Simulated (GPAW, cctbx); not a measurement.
## K2AlAgI6: the scripts behind a bonding study

Short scripts, each with its output. The start was made by putting kin elements into a known structure type; the compound need not exist, or be stable, in this form.

**1. Build the all-electron density and subtract free atoms**

```text
cell
1.0
     0.000000000    5.848536690    5.848536690
     5.848536690    0.000000000    5.848536690
     5.848536690    5.848536690    0.000000000
I Ag K Al
6 1 2 1
Direct
0.759745870 0.759745870 0.240254130
0.759745870 0.240254130 0.759745870
0.240254130 0.759745870 0.240254130
0.240254130 0.759745870 0.759745870
0.240254130 0.240254130 0.759745870
0.759745870 0.240254130 0.240254130
0.500000000 0.500000000 0.500000000
0.250000000 0.250000000 0.250000000
0.750000000 0.750000000 0.750000000
0.000000000 0.000000000 0.000000000
```

```python
import numpy as np
from ase.io import read
from ase.units import Bohr
from gpaw import GPAW, PW, FermiDirac
from gpaw.calculator import GPAW as OldGPAW
from gpaw.mpi import serial_comm, world
from scipy.special import erfc
from scipy.spatial import cKDTree

atoms = read("cell.vasp")
atoms.calc = GPAW(mode=PW(450), xc="PBE", kpts={"size": (3, 3, 3), "gamma": True},
                 occupations=FermiDirac(0.05), maxiter=120, symmetry={"tolerance": 1e-5}, txt="scf.txt")
atoms.get_potential_energy()
rho = atoms.calc.get_all_electron_density(gridrefinement=2)
moments = atoms.get_magnetic_moments() if atoms.calc.get_number_of_spins() == 2 else np.zeros(len(atoms))
total = atoms.get_magnetic_moment() if moments.any() else 0.0
if world.rank == 0:
    free = OldGPAW(mode=PW(450), xc="PBE", txt=None, communicator=serial_comm)
    neutral = atoms.copy()
    neutral.set_initial_magnetic_moments(None)
    free.initialize(neutral)
    free.set_positions(neutral)
    drho = rho - free.get_all_electron_density(gridrefinement=2)
    # GPAW starts from confined atoms: exchange their smooth part for that of the datasets' free atoms
    h = np.stack(np.meshgrid(*[np.fft.fftfreq(n, 1 / n) for n in drho.shape], indexing="ij"), -1)
    gabs = np.linalg.norm(h @ atoms.cell.reciprocal(), axis=-1)
    tails = np.fft.fftn(free.get_pseudo_density(gridrefinement=2))
    g, form, v0 = np.linspace(0, gabs.max(), 1500), {}, 0
    for e in set(atoms.symbols):
        idx = atoms.symbols.search(e)
        d = free.setups[idx[0]].data
        r, w = d.rgd.r_g * Bohr, d.rgd.r_g**2 * d.rgd.dr_g
        j0 = np.sinc(2 * g[:, None] * r)
        smooth = sum(f * p**2 for f, p in zip(d.f_j, d.phit_jg)) + np.sqrt(4 * np.pi) * d.nct_g
        full = sum(f * p**2 for f, p in zip(d.f_j, d.phi_jg)) + np.sqrt(4 * np.pi) * d.nc_g
        phase = sum(np.exp(-2j * np.pi * h @ s) for s in atoms.get_scaled_positions()[idx])
        tails -= np.interp(gabs, g, j0 @ (smooth * w)) * phase * drho.size / atoms.get_volume()
        form[e] = j0 @ (full * w)
        v0 += 2 * np.pi / 3 * 14.3996 * (full * w * r**2).sum() * len(idx)  # V A^3
    tails *= 0.5 * erfc((gabs - 1.8) / 0.25)  # the tails differ at long wavelengths alone
    drho += np.fft.ifftn(tails).real  # crystal minus superposed spherical free atoms
    np.save("drho.npy", drho)
    dv = atoms.get_volume() / drho.size
    print("grid", drho.shape, " electrons %.3f" % (rho.sum() * dv), " moved by bonding %.3f e" % (abs(drho).sum() * dv / 2))
    pts = np.indices(drho.shape).reshape(3, -1).T / drho.shape @ atoms.cell
    shifts = (np.indices((3, 3, 3)).reshape(3, -1).T - 1) @ atoms.cell
    images = (atoms.positions[None] + shifts[:, None]).reshape(-1, 3)
    dist, idx = cKDTree(images).query(pts, k=4)
    out = drho.ravel()[dist[:, 0] > 0.5]
    print("deformation density beyond 0.5 A of the nuclei: max %.3f, min %.3f e/A^3" % (out.max(), out.min()))
    tie = dist < dist[:, :1] + 1e-4
    q = -np.bincount((idx % len(atoms))[tie], (drho.ravel()[:, None] / tie.sum(1, keepdims=True) * tie)[tie], len(atoms)) * dv
    print("atom        x       y       z   Voronoi charge  moment")
    for a, s, c, m in zip(atoms, atoms.get_scaled_positions(), q, moments):
        print("%-2s%-3d %7.4f %7.4f %7.4f %10.3f %10.2f" % (a.symbol, a.index + 1, *s, c, m))
    np.savez("free.npz", g=g, **form)
    print("mean inner potential of superposed free atoms %.3f V" % (v0 / atoms.get_volume()))
    print("total magnetic moment %.3f muB" % total)
```

```console
$ OMP_NUM_THREADS=1 mpirun -n 4 gpaw python run.py > gpaw.log
```

```text
grid (84, 84, 84)  electrons 416.000  moved by bonding 1.499 e
deformation density beyond 0.5 A of the nuclei: max 0.062, min -0.059 e/A^3
atom        x       y       z   Voronoi charge  moment
I 1    0.7597  0.7597  0.2403     -0.160       0.00
I 2    0.7597  0.2403  0.7597     -0.160       0.00
I 3    0.2403  0.7597  0.2403     -0.160       0.00
I 4    0.2403  0.7597  0.7597     -0.160       0.00
I 5    0.2403  0.2403  0.7597     -0.160       0.00
I 6    0.7597  0.2403  0.2403     -0.160       0.00
Ag7    0.5000  0.5000  0.5000      0.198       0.00
K 8    0.2500  0.2500  0.2500      0.287       0.00
K 9    0.7500  0.7500  0.7500      0.287       0.00
Al10   0.0000  0.0000  0.0000      0.188       0.00
mean inner potential of superposed free atoms 11.593 V
total magnetic moment 0.000 muB
```

Time: 19 s on 4 cores of Arm Neoverse V2 (shared host), peak memory 1.3 GiB.

**2. Fourier-transform the difference**

```python
from cctbx import adptbx, crystal, miller, xray
from cctbx.eltbx import tiny_pse
import numpy as np

cs = crystal.symmetry(unit_cell=(11.6971, 11.6971, 11.6971, 90, 90, 90), space_group_symbol='Hall: -F 4 2 3')  # Fm-3m
atoms = [  # label, site, U (iso, or U11 U22 U33 U12 U13 U23 in A^2), occupancy
    ("I1", (0, 0, 0.75975), 0.0000, 1),
    ("Ag1", (0.5, 0, 0), 0.0000, 1),
    ("K1", (0.25, 0.75, 0.75), 0.0000, 1),
    ("Al1", (0, 0, 0), 0.0000, 1),
]
xs = xray.structure(crystal_symmetry=cs)
for label, site, u, occ in atoms:
    u = adptbx.u_cif_as_u_star(cs.unit_cell(), u) if isinstance(u, tuple) else u
    xs.add_scatterer(xray.scatterer(label, site=site, u=u, occupancy=occ))
xs.scattering_type_registry(table="wk1995")
drho = np.load("drho.npy")
T = np.array([[-1, 1, 1], [1, -1, 1], [1, 1, -1]])  # conventional axes in terms of the primitive ones
dF = np.fft.ifftn(drho) * 1600.41143  # electrons a conventional cell, indexed by primitive hkl
ms = miller.build_set(cs, anomalous_flag=False, d_min=0.9).sort("resolution")
iam = ms.structure_factors_from_scatterers(xs, algorithm="direct").f_calc()
p1 = xs.expand_to_p1()
z = np.array([tiny_pse.table(sc.scattering_type).atomic_number() for sc in p1.scatterers()])
x = np.array(p1.sites_frac())
free = np.load("free.npz")
print("static structure factors of the conventional cell: F in electrons, V (Mott-Bethe) in volts")
print("   h  k  l      d  |F| table  |F| free   |F| DFT   change   |V| free  |V| DFT  change %")
for h, d, table in list(zip(ms.indices(), ms.d_spacings().data(), iam.data()))[:16]:
    df = dF[tuple(np.rint(np.linalg.solve(T, h)).astype(int))]
    phase = np.exp(2j * np.pi * x @ h)
    f = sum(np.interp(1 / d, free["g"], free[sc.scattering_type]) * p for sc, p in zip(p1.scatterers(), phase))
    fz = (z * phase).sum()
    c = 14.3996 * d * d / (np.pi * cs.unit_cell().volume())
    v0, v1 = abs(fz - f) * c, abs(fz - f - df) * c
    print("%4d%3d%3d %7.4f %9.3f %9.3f %9.3f %8.3f %9.3f %8.3f %8s" % (h + (d, abs(table), abs(f), abs(f + df), abs(f + df) - abs(f), v0, v1, "%.1f" % (100 * (v1 / v0 - 1)) if v0 > 0.02 else "-")))
```

```console
$ python run.py
```

```text
static structure factors of the conventional cell: F in electrons, V (Mott-Bethe) in volts
   h  k  l      d  |F| table  |F| free   |F| DFT   change   |V| free  |V| DFT  change %
   1  1  1  6.7533    58.757    58.723    58.397   -0.326     0.078    0.036    -54.5
   0  2  0  5.8485   491.281   491.192   491.773    0.581     2.350    2.293     -2.4
   0  2  2  4.1355    33.046    33.063    35.234    2.171     0.363    0.470     29.3
   1  3  1  3.5268   147.960   147.698   147.763    0.065     0.494    0.492     -0.5
   2  2  2  3.3767  1008.817  1009.527  1011.609    2.081     5.386    5.318     -1.3
   0  4  0  2.9243  1366.717  1367.207  1367.266    0.059     6.958    6.957     -0.0
   1  3  3  2.6835   223.630   223.367   223.788    0.421     0.859    0.850     -1.0
   0  4  2  2.6156   415.613   415.568   415.032   -0.536     1.703    1.714      0.6
   2  4  2  2.3877    44.950    45.422    44.883   -0.540     0.116    0.107     -7.6
   3  3  3  2.2511   291.624   291.467   292.071    0.604     1.117    1.109     -0.8
   1  5  1  2.2511    26.950    27.333    27.260   -0.073     0.239    0.240      0.4
   0  4  4  2.0678  1212.958  1213.361  1212.088   -1.274     5.208    5.224      0.3
   1  5  3  1.9772    49.980    49.745    50.077    0.332     0.111    0.107     -3.3
   2  4  4  1.9495   371.512   371.327   370.514   -0.813     1.290    1.299      0.7
   0  6  0  1.9495   408.621   408.457   407.165   -1.291     1.435    1.449      1.0
   0  6  2  1.8495    20.224    20.509    20.550    0.041     0.196    0.196      0.2
```

Time: 0.68 s on 1 core of Arm Neoverse V2 (shared host), peak memory 0.09 GiB.

[Outputs are excerpts: Python notices, other lines and further rows are left out; steps that failed or that the build refused (PBEsol, TPSS) are not shown.]

[Logs are printed without paths, hosts, clocks, repeated set-up lines and the standing remarks that a program may print on its own settings, such as how far it seeks lower states.]
